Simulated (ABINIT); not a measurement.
# Cl (Cmce): G0W0 in ABINIT against the screening cutoff in the self-energy, part 2 of 2

How does the gap of Cl (Cmce) converge in the screening cutoff in the self-energy?

ABINIT 10.8.3; PBE and many-body steps on it, plane waves. Known limits of the many-body steps: not at the basis limit; coarse k mesh.

So far. Step 2 (Screening, 4×4×2 mesh, 360 bands, screening to 217.7 eV): Local fields lower ε∞ by 19 %. On a Γ-centred mesh this coarse the value itself is usually too large, while a short band sum pulls it down. Step 5 (2.8 Ha): The gap on the mesh goes from 2.47 eV to 5.50 eV, a correction of +3.03 eV.

**6. 4 Ha**

Level of this step: G0W0 on PBE, plane waves, norm-conserving pseudopotentials (ABINIT).

run.abi reads:

```
acell 3*1.0 Angstrom
rprim 
  3.145000000000 -2.250000000000 0.000000000000
  3.145000000000 2.250000000000 0.000000000000
  0.000000000000 0.000000000000 8.210000000000
ntypat 1
znucl 17
natom 4
typat 1 1 1 1
xred 
  0.870000000000 0.130000000000 0.100000000000
  0.630000000000 0.370000000000 0.600000000000
  0.130000000000 0.870000000000 0.900000000000
  0.370000000000 0.630000000000 0.400000000000
pp_dirpath "pseudos"
pseudos "Cl.upf"
ecut 25
ngkpt 4 4 2
nshiftk 1
shiftk 0 0 0
kptopt 1
chksymbreak 0
istwfk *1
occopt 1
irdwfk 1
optdriver 4
nband 360
gwcalctyp 0
ecutsigx 25
symsigma 1
nkptgw 2
kptgw 
  0.5000000000 0.5000000000 0.0000000000
  0.0000000000 0.0000000000 0.0000000000
bdgw 
  13 16
  13 16
ecuteps 4
irdscr 1
ppmodel 1
indata_prefix "in"
outdata_prefix "out"
tmpdata_prefix "tmp"
```

Started as:

```console
$ OMP_NUM_THREADS=1 mpirun -n 8 abinit run.abi > log
```

The log of the run:

```text
.Version 10.8.3 of ABINIT. v10.8.2 released Aug 2026.

 Symmetries : space group Cm c a (# 64); Bravais oC (1-face-center ortho.)
[... echo of the input left out ...]
== DATASET  1 ==================================================================
-   mpi_nproc: 8, omp_nthreads: 1 (-1 if OMP is not activated)

--- !DatasetInfo
iteration_state: {dtset: 1, }
dimensions: {natom: 4, nkpt: 14, mband: 360, nsppol: 1, nspinor: 1, nspden: 1, mpw: 4726, }
cutoff_energies: {ecut:  25.0, pawecutdg:  -1.0, }
[...]
Band     E0 <VxcDFT>   SigX SigC(E0)      Z dSigC/dE  Sig(E)    E-E0       E
[...]
15   1.645 -13.980  -8.981  -3.208   0.796  -0.256 -12.554   1.426   3.071
       16   2.208 -14.626  -9.222  -3.405   0.788  -0.269 -13.050   1.576   3.783

== END DATASET(S) ==============================================================
================================================================================

 -outvars: echo values of variables after computation  --------
           etotal      0.0000000000E+00
            nband         360
             nkpt          14
          spgroup          64
 [... the other variables as echoed above ...]

 Calculation completed.
```

It took 20 s on 8 MPI ranks of Arm Neoverse V2, shared host; peak memory 3.7 GiB; 2.7 min of CPU time.

Numbers from this step:

* G0W0 gap on the points computed: 5.576 eV
* starting gap on the mesh: 2.469 eV
* k of the valence top: 0.5, 0.5, 0
* k of the conduction bottom: 0, 0, 0
* least direct G0W0 gap on the computed points: 5.628 eV

Against the run before, the gap moves by +0.077 eV.

**7. 6 Ha**

run.abi: that of step 6 with these lines changed.

```diff
@@ -37,3 +37,3 @@
   13 16
-ecuteps 4
+ecuteps 6
 irdscr 1
```

The log of the run:

```text
.Version 10.8.3 of ABINIT. v10.8.2 released Aug 2026.

 Symmetries : space group Cm c a (# 64); Bravais oC (1-face-center ortho.)
[... echo of the input left out ...]
== DATASET  1 ==================================================================
-   mpi_nproc: 8, omp_nthreads: 1 (-1 if OMP is not activated)

--- !DatasetInfo
iteration_state: {dtset: 1, }
dimensions: {natom: 4, nkpt: 14, mband: 360, nsppol: 1, nspinor: 1, nspden: 1, mpw: 4726, }
cutoff_energies: {ecut:  25.0, pawecutdg:  -1.0, }
[...]
Band     E0 <VxcDFT>   SigX SigC(E0)      Z dSigC/dE  Sig(E)    E-E0       E
[...]
15   1.645 -13.980  -8.981  -3.270   0.792  -0.263 -12.611   1.369   3.014
       16   2.208 -14.626  -9.222  -3.468   0.783  -0.276 -13.109   1.517   3.725

== END DATASET(S) ==============================================================
================================================================================

 -outvars: echo values of variables after computation  --------
           etotal      0.0000000000E+00
            nband         360
             nkpt          14
          spgroup          64
 [... the other variables as echoed above ...]

 Calculation completed.
```

It took 60 s on 8 MPI ranks; peak memory 6.7 GiB; 7.9 min of CPU time.

Numbers from this step:

```yaml
g0w0_gap_on_the_points_computed: 5.624 eV
starting_gap_on_the_mesh: 2.469 eV
k_of_the_valence_top: 0.5, 0.5, 0
k_of_the_conduction_bottom: 0, 0, 0
least_direct_g0w0_gap_on_the_computed_points: 5.675 eV
```

Against the run before, the gap moves by +0.048 eV.

**8. 8 Ha**

run.abi: that of step 7 with these lines changed.

```diff
@@ -37,3 +37,3 @@
   13 16
-ecuteps 6
+ecuteps 8
 irdscr 1
```

The log of the run:

```text
.Version 10.8.3 of ABINIT. v10.8.2 released Aug 2026.

 Symmetries : space group Cm c a (# 64); Bravais oC (1-face-center ortho.)
[... echo of the input left out ...]
== DATASET  1 ==================================================================
-   mpi_nproc: 8, omp_nthreads: 1 (-1 if OMP is not activated)

--- !DatasetInfo
iteration_state: {dtset: 1, }
dimensions: {natom: 4, nkpt: 14, mband: 360, nsppol: 1, nspinor: 1, nspden: 1, mpw: 4726, }
cutoff_energies: {ecut:  25.0, pawecutdg:  -1.0, }
[...]
Band     E0 <VxcDFT>   SigX SigC(E0)      Z dSigC/dE  Sig(E)    E-E0       E
[...]
15   1.645 -13.980  -8.981  -3.307   0.790  -0.265 -12.643   1.337   2.983
       16   2.208 -14.626  -9.222  -3.505   0.782  -0.278 -13.141   1.485   3.693

== END DATASET(S) ==============================================================
================================================================================

 -outvars: echo values of variables after computation  --------
           etotal      0.0000000000E+00
            nband         360
             nkpt          14
          spgroup          64
 [... the other variables as echoed above ...]

 Calculation completed.
```

Run time: 2.5 min. Hardware: 8 MPI ranks; peak memory 10 GiB.

This step gave:

| Property | Result |
| --- | --- |
| G0W0 gap on the points computed | 5.626 eV |
| starting gap on the mesh | 2.469 eV |
| k of the valence top | 0.5, 0.5, 0 |
| k of the conduction bottom | 0, 0, 0 |
| least direct G0W0 gap on the computed points | 5.676 eV |

Against the run before, the gap moves by +0.002 eV.

**9. Side by side**

Times are wall times on 8 MPI ranks of Arm Neoverse V2, shared host, good to a factor of about two. A run's time includes the screening step that it read.

```csv
run,mesh,bands,screening cutoff (eV),DFT gap (eV),gap on the mesh (eV),direct (eV),ε∞ used,time
0.8 Ha,4×4×2,360,21.8,2.469,5.737,5.800,2.81,6.7 min
1.6 Ha,4×4×2,360,43.5,2.469,5.596,5.632,2.81,6.8 min
2.8 Ha,4×4×2,360,76.2,2.469,5.499,5.550,2.81,6.8 min
4 Ha,4×4×2,360,108.8,2.469,5.576,5.628,2.81,7 min
6 Ha,4×4×2,360,163.3,2.469,5.624,5.675,2.81,7.6 min
8 Ha,4×4×2,360,217.7,2.469,5.626,5.676,2.81,9.1 min
```

**10. What came out**

| Property | Result |
| --- | --- |
| 0.8 Ha | 5.737 eV |
| 1.6 Ha | 5.596 eV |
| 2.8 Ha | 5.499 eV |
| 4 Ha | 5.576 eV |
| 6 Ha | 5.624 eV |
| 8 Ha | 5.626 eV |
| known limits | not at the basis limit; coarse k mesh |

What this shows: The setting moved: screening cutoff in the self-energy. From 0.8 Ha to 8 Ha the gap moves by −0.11 eV, not steadily: it passes through 5.50 eV. It holds to 0.03 eV from 6 Ha on. Bands and screening cutoff are coupled, so a series along one setting does not show full convergence. Bands and cutoff are finite, so the gap is not at the basis limit. The miss can reach some tenths of an eV and take either sign; the mesh is an error of its own. In the G0W0 runs levels were corrected at 2 k points alone, so a gap called «on the mesh» is the least over those, and an edge elsewhere would be missed. The 4×4×2 mesh is coarse for this cell, which bears on the long-range parts of exchange and screening.

[Paths, hosts, dates, memory and timing lines, banners, echoed tables and standing remarks are left out of the program output.]

[Logs are printed without paths, hosts, clocks, repeated set-up lines and the standing remarks that a program may print on its own settings, such as how far it seeks lower states.]

[Runs of the session that timed out or met a known fault of the program may be left out.]

[Hosts, paths, dates, database ids (printed as entryN), source tags and the programs' standing remarks are cut or masked in the printed files.]

[G0W0 gaps are taken among the corrected bands and points alone; a level outside them can change the order at an edge.]

[Where Ansatz stands beside ABINIT at settings called matched, ABINIT's density can come from a denser mesh and the files from another edition; pairs whose starting gaps differed by over 0.03 eV were left out, so agreement reads better than it is.]
